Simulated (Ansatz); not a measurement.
# MgTlBr3, from a guessed structure to a relaxed one

This structure for MgTlBr3 is made up. Its elements were placed in a known structure type with a cell scaled to their sizes. What cell does the guess relax to, and how far off was it?

Calculated with Ansatz 0.2.0; DFT, PBE, plane-wave PAW, files of the set soft_1, scalar-relativistic, no spin, cell and ions relaxed at zero pressure; PAW set soft_1, in the first sound run; inputs show where later runs differ.

### Step 1. The structure

The structure is cubic, space group Pm-3m (No. 221). Conventional cell: a = 5.348 Å, b = 5.348 Å, c = 5.348 Å, α = 90.00°, β = 90.00°, γ = 90.00°. Nearest to Tl lie 12 Br at 3.78 Å. Nearest to Br lie 2 Mg at 2.67 Å. Nearest to Mg lie 6 Br at 2.67 Å. Farther neighbours and most contacts between anions are not listed.

### Step 2. Relaxation of the guess

The guess takes its coordinates from another compound and its volume from a rule, so the cell and any free coordinates are relaxed together.

Input file input.yaml:

```yaml
crystal:
  lattice:
    - [5.348, 0.0, 0.0]
    - [0.0, 5.348, 0.0]
    - [0.0, 0.0, 5.348]
  atoms:
    - { symbol: Tl, position: [0.0, 0.0, 0.0] }
    - { symbol: Br, position: [0.5, 0.5, 0.0] }
    - { symbol: Br, position: [0.5, 0.0, 0.5] }
    - { symbol: Br, position: [0.0, 0.5, 0.5] }
    - { symbol: Mg, position: [0.5, 0.5, 0.5] }
kpoints:
  mp_grid: { grid: [5, 5, 5] }
scf:
  occupations: { method: fermi_dirac, width: 0.05 }
hamiltonian:
  xc: pbe
  pseudopotentials: { kind: paw, azcp: { folder: soft_1 } }
relax:
  f_tol: 0.015
  max_steps: 70
  cell: {}
output:
  forces: true
  stress: true
```

Command:

```
ansatz run input.yaml --threads 4 --pin off --max-ram 8192MiB --backend cpu --events-out ev --progress --plain --runs-dir out
```

Numbers of over 12 decimals in the logs are rounded to 6 here.

What it wrote:

```text
Engine: ansatz 0.2.0, aarch64-unknown-linux-gnu
Pseudopotentials: kind: paw
Pseudopotential: Tl, paw, valence charge 13, recommended cutoff 420 eV (normal), soft_1/Tl.paw.azcp
Pseudopotential: Br, paw, valence charge 7, recommended cutoff 420 eV (normal), soft_1/Br.paw.azcp
Pseudopotential: Mg, paw, valence charge 10, recommended cutoff 420 eV (normal), soft_1/Mg.paw.azcp
Functional definition: PBE
  parameter kappa = 0.804
  parameter beta = 0.066725
  exchange = pbe_x(kappa = kappa, mu = beta*pi^2/3)
  correlation = pbe_c(beta = beta)
Crystal: 5 atoms, lattice volume = 152.959 Å³
Basis set: ecut = 420 eV, 2945 PW (Γ), exchange–correlation on 72×72×72 points (8 copies of the dense FFT grid, shifted against one another)
Bands: 27, of which v1, the nominal top of the filled ones, is band 22 counted from 1 (21 counted from 0)
Symmetry: 48 space group operations
Space group: Pm-3m (ITA 221), of the structure as read, at distance tolerance 5.3e-5 Å
k-points: 10 of 125
Non-local potential: Tl, projectors of the file, l = 0: 2, l = 1: 2, l = 2: 2, l = 3: 1
Non-local potential: Br, projectors of the file, l = 0: 2, l = 1: 2, l = 2: 2
Non-local potential: Mg, projectors of the file, l = 0: 3, l = 1: 2, l = 2: 1
PAW form: soft (Blöchl's): semilocal exchange-correlation on the pseudo side does not see the compensation charge
PAW one-centre angular grid: Tl, 590 points (default); XC on 64 Gauss nodes
PAW one-centre angular grid: Br, 110 points (default); XC on 64 Gauss nodes
PAW one-centre angular grid: Mg, 110 points (default); XC on 64 Gauss nodes
Initial density: superposition of atomic densities (chi_scale 0.1, normalization cell, long waves kept (reshape's long-wave potential 0.03 eV rms))
Initial wavefunctions: pseudopotential atomic-orbital guess
Functional: x = pbe(κ = 0.804, μ = 0.219515), c = pbe(β = 0.066725)
SCF iter   1: F=—  HF=-21726.378407 eV  |F-HF|=—  |Δ(HF+E_count)|=         —  Δρ=3.24e-2  dr2=1.90e0  ethr=3.10e-3  ⟨swp⟩=6.9  Hψ=1355  notcnv=0
preconditioner: auto → Resta (q_TF=auto, 2.217 Å⁻¹)  ε∞=3.5  [insulator: Δε(μ)=2.272 eV  Ē_g=11.364 eV  σ=0.050 eV  W_gap=1.00  n_scr=26 (ndim 8)  ℏωp=18.0 eV  f_vac=0.002  D(μ)=0.00/eV (n_scr^D=0)  ε∞_Penn≈3.5]
SCF iter   2: F=—  HF=-21725.747606 eV  |F-HF|=—  |Δ(HF+E_count)|=   6.31e-1  Δρ=1.31e-2  dr2=3.18e-1  ethr=3.10e-3  ⟨swp⟩=3.0  Hψ=577  notcnv=0  defer=9
SCF iter   3: F=—  HF=-21725.669718 eV  |F-HF|=—  |Δ(HF+E_count)|=   7.79e-2  Δρ=3.65e-3  dr2=2.33e-2  ethr=7.22e-4  ⟨swp⟩=3.0  Hψ=564  notcnv=0  defer=9
SCF iter   4: F=—  HF=-21725.668988 eV  |F-HF|=—  |Δ(HF+E_count)|=   7.30e-4  Δρ=5.66e-4  dr2=5.38e-4  ethr=5.29e-5  ⟨swp⟩=2.9  Hψ=519  notcnv=0  defer=9
SCF iter   5: F=—  HF=-21725.669294 eV  |F-HF|=—  |Δ(HF+E_count)|=   3.06e-4  Δρ=1.77e-4  dr2=3.14e-5  ethr=1.22e-6  ⟨swp⟩=2.0  Hψ=472  notcnv=0  defer=9
SCF iter   6: F=—  HF=-21725.669501 eV  |F-HF|=—  |Δ(HF+E_count)|=   2.07e-4  Δρ=3.75e-5  dr2=1.95e-6  ethr=7.13e-8  ⟨swp⟩=2.0  Hψ=465  notcnv=0  defer=9
SCF iter   7: F=—  HF=-21725.669508 eV  |F-HF|=—  |Δ(HF+E_count)|=   7.07e-6  Δρ=6.76e-6  dr2=1.42e-7  ethr=4.42e-9  ⟨swp⟩=2.1  Hψ=442  notcnv=0  defer=9
SCF iter   8: F=-21725.669509 eV  HF=-21725.669509 eV  |F-HF|=1.03e-8  |Δ(HF+E_count)|=   3.21e-7  Δρ=1.83e-6  dr2=1.04e-8  ethr=2.27e-10  ⟨swp⟩=4.0  Hψ=926  notcnv=0
SCF 1 converged in 8 iterations: F = -21725.669509 eV  dr2 = 1.04e-8
  greatest PAW one-centre occupation: 1.000 electrons in one spin orbital (limit 2), on the Mg atom at site 4 (counted from 0), in its partial waves of l = 0
relax step   1: F+E_penalty+E_count = -21725.66950858 eV  Δ(F+E_penalty+E_count) = +0.000e0 eV  max|allowed force component| = 8.078e-29 eV/Å  Δτ_max = 0.0000 Å  P = +0.011 GPa  Ω = 152.959 Å³  (8 SCF iters, dr2 threshold 1.00e-7 eV, accepted)
Initial density: handed on by an earlier stage of this run
Initial wavefunctions: pseudopotential atomic-orbital guess (no wavefunctions were taken with the density)
iter 1 solved again at ethr=4.27e-7 eV; its pass at ethr=3.10e-3 eV (dr2=1.88e-4 eV) is discarded
SCF iter   1: F=—  HF=-21725.669318 eV  |F-HF|=—  |Δ(HF+E_count)|=         —  Δρ=6.26e-6  dr2=8.01e-8  ethr=4.27e-7  ⟨swp⟩=3.0  Hψ=2004  notcnv=0
eigensolver tolerance schedule: the retry pair's looser diagonalisation over-reported the residual by 2344.62 of it (diagonalisation noise at 0.48 of the residual, at the tolerance the schedule requests for it); recorded, not acted on — ethr = c·dr2/N_el stays at c = 1.0e-1
preconditioner: auto → Resta (q_TF=auto, 2.217 Å⁻¹)  ε∞=3.6  [insulator: Δε(μ)=2.791 eV  Ē_g=11.132 eV  σ=0.050 eV  W_gap=1.00  n_scr=26 (ndim 8)  ℏωp=18.0 eV  f_vac=0.017  D(μ)=0.00/eV (n_scr^D=0)  ε∞_Penn≈3.6]
SCF iter   2: F=—  HF=-21725.669509 eV  |F-HF|=—  |Δ(HF+E_count)|=   1.91e-4  Δρ=4.18e-6  dr2=2.20e-8  ethr=1.82e-10  ⟨swp⟩=3.1  Hψ=679  notcnv=0
SCF iter   3: F=—  HF=-21725.669509 eV  |F-HF|=—  |Δ(HF+E_count)|=  5.82e-10  Δρ=2.62e-6  dr2=9.37e-9  ethr=5.01e-11  ⟨swp⟩=2.1  Hψ=318  notcnv=0
SCF iter   4: F=—  HF=-21725.669509 eV  |F-HF|=—  |Δ(HF+E_count)|=   6.20e-9  Δρ=4.51e-7  dr2=4.61e-10  ethr=2.13e-11  ⟨swp⟩=2.0  Hψ=490  notcnv=0
SCF iter   5: F=—  HF=-21725.669509 eV  |F-HF|=—  |Δ(HF+E_count)|=   1.06e-9  Δρ=2.99e-7  dr2=1.09e-10  ethr=1.05e-12  ⟨swp⟩=2.1  Hψ=428  notcnv=0
SCF iter   6: F=—  HF=-21725.669509 eV  |F-HF|=—  |Δ(HF+E_count)|=  5.46e-11  Δρ=2.34e-7  dr2=7.79e-11  ethr=1.00e-12  ⟨swp⟩=4.0  Hψ=930  notcnv=0
SCF iter   7: F=-21725.669509 eV  HF=-21725.669509 eV  |F-HF|=0.00e0  |Δ(HF+E_count)|=  1.82e-11  Δρ=1.39e-7  dr2=3.11e-11  ethr=1.00e-12  ⟨swp⟩=3.0  Hψ=958  notcnv=0
SCF 2 converged in 7 iterations: F = -21725.669509 eV  dr2 = 3.11e-11
relax step   2: F+E_penalty+E_count = -21725.66950859 eV  Δ(F+E_penalty+E_count) = -4.806e-9 eV  max|allowed force component| = 4.728e-29 eV/Å  Δτ_max = 0.0000 Å  P = +0.011 GPa  Ω = 152.959 Å³  stress off target by 1.09e-2 GPa  SCF on the basis re-selected at this cell (its energy is not comparable with the rows above)  (7 SCF iters)
basis re-selected at this cell: Δ(F+E_penalty+E_count) = -4.806e-9 eV, ΔP = -0.000 GPa vs the last step (what re-selecting the basis moved, of the pressure what is left beyond the Pulay correction that the steps carried, after the strain that the cell walked since its last selection, with what the two solves' SCF thresholds leave and, on support functions, any second-order correction that the steps lacked; it is no m [...]
SCF converged after 7 iterations
Free energy (F): -21725.669509 eV
Harris-Foulkes:  -21725.669509 eV  (|F-HF|=0.00e0)
Internal energy: -21725.669509 eV  (E = F + TS)
E sigma→0 (E₀):  -21725.669509 eV
Fermi energy:    4.631006 eV
--- Per-component energies (eV) ---
  E_band       = -471.282763
  E_kinetic    = 730.662613
  E_local      = -3532.681420  (includes V_loc(G=0)·N_el)
  E_nonlocal   = 665.378699
  E_hartree    = 1224.460520
  E_xc         = -804.621805
  E_vxc        = -485.263579  (∫ρ·V_xc dr)
  E_paw        = -17426.155279  (= ΣΔE_a)
  E_vpaw       = -298.299746  (= ΣTr[D̂ρ^β])
  E_aug_tail   = -0.000235  (compensation charges beyond the density's cutoff)
  E_ewald      = -2582.712602
  E_smearing   = -0.000000  (= −TS)
  E_closure    = -0.000000  (closes the sum)
  Σ components = -21725.669509   (vs F -21725.669509, Δ=0.00e0)
--- Forces (eV/Å), atoms counted from 1 ---
  atom   1  Tl     0.00000000    -0.00000000    -0.00000000
  atom   2  Br     0.00000000     0.00000000     0.00000000
  atom   3  Br    -0.00000000    -0.00000000     0.00000000
  atom   4  Br     0.00000000     0.00000000     0.00000000
  atom   5  Mg     0.00000000    -0.00000000    -0.00000000
  max |Σ_I F_I| component: 6.86e-29 eV/Å
--- Stress (GPa, compression-positive) ---
        0.010919      -0.000000       0.000000
        0.000000       0.010919       0.000000
        0.000000       0.000000       0.010919
  P = ⅓ Tr σ = 0.0109 GPa (0.109 kbar)
--- Relaxed structure (1 steps of the walk, 1 accepted, 1 SCFs on fresh bases) ---
  F+E_penalty+E_count = -21725.66950859 eV   max|allowed force component| = 4.728e-29 eV/Å   (the final SCF, on the basis selected at the relaxed cell)
  cell:  # Å, volume = 152.9587 Å³
    - [5.348, 0.0, 0.0]
    - [0.0, 5.348, 0.0]
    - [0.0, 0.0, 5.348]
  atoms:
    - { symbol: Tl, position: [0.0, 0.0, 0.0] }
    - { symbol: Br, position: [0.5, 0.5, 0.0] }
    - { symbol: Br, position: [0.5, 0.0, 0.5] }
    - { symbol: Br, position: [0.0, 0.5, 0.5] }
    - { symbol: Mg, position: [0.5, 0.5, 0.5] }
```

It took 1.4 s on 4 threads of Arm Neoverse V2, shared host; peak memory 0.42 GiB; 4.9 s of CPU time.

Little changed from the start: no atom moved by 0.005 Å and no cell edge by 0.1 %.

Numbers from this step:

| Property | Result |
| --- | --- |
| free energy | -21725.6695 eV |
| Fermi energy | 4.631 eV |
| gap by band count | 2.792 eV |
| electrons | 44 |
| symmetry operations | 48 |
| pressure | 0.01092 GPa |

Shortest distances by pair of elements, guess and relaxed (not always the same contact):

```tsv
pair	guess (Å)	relaxed (Å)
Br–Mg	2.674	2.674
Br–Tl	3.782	3.782
Br–Br	3.782	3.782
Mg–Tl	4.632	4.632
Tl–Tl	5.348	5.348
```

### Step 3. Electronic structure of the relaxed cell

A second self-consistent run takes a narrower smearing and the mesh shown in its input; the bands follow along the standard path of the relaxed lattice.

This step: DFT, PBE, plane-wave PAW, files of the set soft_1, scalar-relativistic, no spin, bands and density of states at the relaxed cell; PAW set soft_1 (Ansatz 0.2.0).

input.yaml, the sections that differ from step 2:

```yaml
kpoints:
  mp_grid: { grid: [6, 6, 6] }
  band_path:
    path:
      - [[0.0, 0.0, 0.0], [0.0, 0.5, 0.0], [0.5, 0.5, 0.0], [0.0, 0.0, 0.0], [0.5, 0.5, 0.5], [0.0, 0.5, 0.0]]
      - [[0.5, 0.5, 0.0], [0.5, 0.5, 0.5]]
    npoints: 13
scf:
  occupations: { method: fermi_dirac, width: 0.03 }
  n_extra_bands: 9
output:
  forces: true
  stress: true
  write_bands: true
  dos: { projected: true }
  write_density: true
  write_potential: true
  elf: true
  volumetric_format: npy
# crystal, hamiltonian: as in step 2
# relax: removed
```

What it wrote:

```text
[...]
Crystal: 5 atoms, lattice volume = 152.959 Å³
Basis set: ecut = 420 eV, 2945 PW (Γ), exchange–correlation on 72×72×72 points (8 copies of the dense FFT grid, shifted against one another)
Bands: 31, of which v1, the nominal top of the filled ones, is band 22 counted from 1 (21 counted from 0)
Symmetry: 48 space group operations
[...]
k-points: 20 of 216
[...]
SCF iter   1: F=—  HF=-21726.378418 eV  |F-HF|=—  |Δ(HF+E_count)|=         —  Δρ=3.24e-2  dr2=1.90e0  ethr=3.10e-3  ⟨swp⟩=8.0  Hψ=3316  notcnv=0
[...]
SCF iter   7: F=-21725.669531 eV  HF=-21725.669530 eV  |F-HF|=1.99e-7  |Δ(HF+E_count)|=   5.40e-6  Δρ=5.49e-6  dr2=9.68e-8  ethr=2.27e-10  ⟨swp⟩=14.1  Hψ=5244  notcnv=0
SCF 1 converged in 7 iterations: F = -21725.669531 eV  dr2 = 9.68e-8
[...]
NSCF: frozen V_eff on 80 k-points
SCF converged after 7 iterations
Free energy (F): -21725.669531 eV
[...]
Internal energy: -21725.669531 eV  (E = F + TS)
E sigma→0 (E₀):  -21725.669531 eV
Fermi energy:    4.627897 eV
[...]
--- Stress (GPa, compression-positive) ---
        0.010816       0.000000       0.000000
        0.000000       0.010816       0.000000
        0.000000       0.000000       0.010816
  P = ⅓ Tr σ = 0.0108 GPa (0.108 kbar)
--- Band table (eV; the first three rows and the last of 20) ---
  k-point 0: bands = [... 18 lower, 2.4585, 2.6313, 2.6313, 2.6313, 5.9376, 8.8067, 8.8067, 8.8067, ... 5 higher]
  k-point 1: bands = [... 18 lower, 2.4137, 2.5142, 2.6024, 2.6024, 6.4025, 8.0204, 8.5542, 8.5542, ... 5 higher]
  k-point 2: bands = [... 18 lower, 2.3279, 2.4783, 2.6281, 2.6281, 7.0059, 7.4413, 8.1966, 8.1966, ... 5 higher]
  k-point 19: bands = [... 18 lower, 2.1556, 3.2301, 3.2301, 3.2301, 8.7109, 8.7109, 8.7109, 9.0716, ... 5 higher]
```

Run time: 3.4 s. Hardware: 4 threads; peak memory 0.51 GiB.

In the SCF lines HF is the Harris–Foulkes energy and dr2 the Hartree energy of the density residual, in eV; the loop may stop once dr2 is under the threshold and the program's other checks hold. Hψ counts applications of the Hamiltonian.

Numbers from this step:

| Quantity | Value |
| --- | --- |
| Fermi energy | 4.628 eV |
| gap by band count | 2.706 eV |
| pressure | 0.01082 GPa |
| gap on the k-mesh | 2.706 eV |

From bands.tsv. Electronic bands along the path, in eV, zero at the valence top; v1 is the highest filled band, c1 the lowest empty one:

```tsv
point	v4	v3	v2	v1	c1	c2	c3	c4
Γ	-0.77	-0.60	-0.60	-0.60	2.71	5.58	5.58	5.58
0.46 of the way	-0.85	-0.76	-0.62	-0.62	3.53	4.37	5.17	5.17
X	-0.94	-0.68	-0.58	-0.58	3.36	4.82	4.82	4.90
0.54 of the way	-0.95	-0.88	-0.88	-0.31	4.02	4.36	4.66	5.50
M	-1.15	-1.15	-1.09	0.00	4.05	4.59	4.59	6.83
0.46 of the way	-0.89	-0.87	-0.77	-0.41	4.02	4.49	4.65	4.85
Γ	-0.77	-0.60	-0.60	-0.60	2.71	5.58	5.58	5.58
0.46 of the way	-0.99	-0.46	-0.45	-0.45	3.72	4.49	5.05	5.05
R	-1.08	0.00	0.00	0.00	5.48	5.48	5.48	5.84
0.46 of the way	-1.28	-0.45	-0.36	-0.24	4.33	4.48	5.22	5.63
X	-0.94	-0.68	-0.58	-0.58	3.36	4.82	4.82	4.90
jump to M	-1.15	-1.15	-1.09	0.00	4.05	4.59	4.59	6.83
0.46 of the way	-1.08	-0.46	-0.46	0.00	4.67	4.88	4.88	6.45
R	-1.08	0.00	0.00	0.00	5.48	5.48	5.48	5.84
```

Counts of states for the cell as run, both spins, by energy window (eV from the valence-band top): Near the top, bands beyond those computed are missing, so counts there can be too low.

| from | to | total |
| --- | --- | --- |
| -8 | -7 | 0.00 |
| -7 | -6 | 0.00 |
| -6 | -5 | 0.00 |
| -5 | -4 | 1.87 |
| -4 | -3 | 2.03 |
| -3 | -2 | 3.71 |
| -2 | -1 | 5.28 |
| -1 | 0 | 7.11 |
| 0 | 1 | 0.00 |
| 1 | 2 | 0.00 |
| 2 | 3 | 0.00 |
| 3 | 4 | 1.15 |
| 4 | 5 | 4.42 |
| 5 | 6 | 2.30 |
| 6 | 7 | 0.73 |

Below -8 eV lie 24.0 more states.

Electrostatic potential energy in the ac plane at fractional y = 0.500, with atoms of Br and Mg within 0.2 Å of it. With pseudopotentials it is smooth inside the atoms' cores, unlike the true potential.

Values in eV, 15 rows by 15 columns, each cell a mean:
```
  9   9   9   9   5 -13 -46 -61 -57 -33  -1   7   9   9   9
  9   9   9   9   7  -1 -21 -35 -31 -11   4   8   9   9   9
  9   9   9   9   8   5   0  -5  -3   2   7   8   9   9   9
  7   8   8   8   8   6   4   3   3   5   7   8   8   8   7
 -3   1   6   7   6   4   1  -2  -1   2   5   7   7   4  -1
-39 -24  -4   4   4  -1 -16 -32 -27  -8   2   5   2 -11 -33
-61 -48 -17   2   2  -9 -45 -64 -61 -27  -1   3  -3 -31 -57
-64 -52 -20   1   2 -11 -51 -65 -64 -32  -2   3  -5 -35 -61
-51 -36 -10   3   3  -4 -30 -51 -45 -16   1   4   0 -21 -46
-18  -8   2   6   5   2  -4 -11  -9  -1   4   6   5  -1 -13
  5   6   8   8   7   5   3   2   2   4   6   8   8   7   5
  8   9   9   9   8   6   3   1   2   4   7   8   9   9   9
  9   9   9   9   8   2 -10 -20 -17  -4   6   8   9   9   9
  9   9   9   9   6  -8 -36 -52 -48 -24   1   8   9   9   9
  9   9   9   8   5 -18 -51 -64 -61 -39  -3   7   9   9   9
```
Columns run along a (5.3 Å; values clipped at the 3rd and 97th percentile), rows up along c (5.3 Å). Atoms in or near the plane, at fractional coordinates: Br at (0.50, 0.00), Br at (0.00, 0.50), Mg at (0.50, 0.50).

Valence density in the ac plane at fractional y = 0.500, with atoms of Br and Mg within 0.2 Å of it. It is the smooth field of the valence electrons, not physical close to the nuclei.

Values in e/Å³, 15 rows by 15 columns, each cell a mean:
```
 0  0  0  0  0  1  1  1  1  1  1  0  0  0  0
 0  0  0  0  0  1  1  1  1  1  0  0  0  0  0
 0  0  0  0  0  0  1  1  1  0  0  0  0  0  0
 0  0  0  0  0  0  0  0  0  0  0  0  0  0  0
 1  0  0  0  0  0  0  0  0  0  0  0  0  0  1
 1  1  1  0  0  0  1  2  1  0  0  0  0  1  1
 0  1  1  0  0  0  5 15 11  1  0  0  1  1  1
 0  1  1  0  0  0  6 20 15  2  0  0  1  1  1
 1  1  1  0  0  0  2  6  5  1  0  0  1  1  1
 1  1  0  0  0  0  0  0  0  0  0  0  0  1  1
 0  0  0  0  0  0  0  0  0  0  0  0  0  0  0
 0  0  0  0  0  0  0  0  0  0  0  0  0  0  0
 0  0  0  0  0  0  1  1  1  1  0  0  0  0  0
 0  0  0  0  0  1  1  1  1  1  0  0  0  0  0
 0  0  0  0  0  1  1  0  0  1  1  0  0  0  0
```
Columns run along a (5.3 Å), rows up along c (5.3 Å). Atoms in or near the plane, at fractional coordinates: Br at (0.50, 0.00), Br at (0.00, 0.50), Mg at (0.50, 0.50).

ELF in the ac plane at fractional y = 0.500, with atoms of Br and Mg within 0.2 Å of it. It is the smooth field of the valence electrons, not physical close to the nuclei.

Ten even steps from '0' (0.01) to '9' (0.88), each cell a mean:
```
001589713997300
000279988985100
320037999862013
863114677520257
997411111112689
899730122015899
169840323217983
059940312217981
589840233116997
998620000014799
985202444311378
641026898741025
100158999973001
000489856996200
001699501898300
```
Columns run along a (5.3 Å), rows up along c (5.3 Å). Atoms in or near the plane, at fractional coordinates: Br at (0.50, 0.00), Br at (0.00, 0.50), Mg at (0.50, 0.50).

### Step 4. Results

- space group, relaxed: Pm-3m
- conventional cell: a = 5.348, b = 5.348, c = 5.348 Å; α = 90.0°, β = 90.0°, γ = 90.0°
- volume per atom: 30.59 Å³ (guess 30.59)

In words: MgTlBr3 relaxes to Pm-3m with a = 5.348, b = 5.348 and c = 5.348 Å. The guessed volume was near the relaxed one. The space group Pm-3m was held in the relaxation, so the end point is a stationary structure within it and may be a saddle against distortions or other arrangements. It has an indirect Kohn–Sham gap of 2.71 eV, which semilocal functionals understate. On the 6×6×6 mesh with the narrower smearing (relaxed on 5×5×5) the forces vanish, as symmetry may demand, and the largest stress component is 0.011 GPa, within the relaxation's thresholds of 0.015 eV/Å and 0.05 GPa. The cutoff wasn't tested. Spin-orbit coupling is left out, which can matter for elements this heavy. No dispersion term is used, so weakly bound directions may come out too long. Nothing here tests whether the compound is stable against decomposition.

[Logs are printed without paths, hosts, clocks, repeated set-up lines and the standing remarks that a program may print on its own settings, such as how far it seeks lower states.]

[Hosts, paths, dates, database ids (printed as entryN), source tags and the programs' standing remarks are cut or masked in the printed files.]
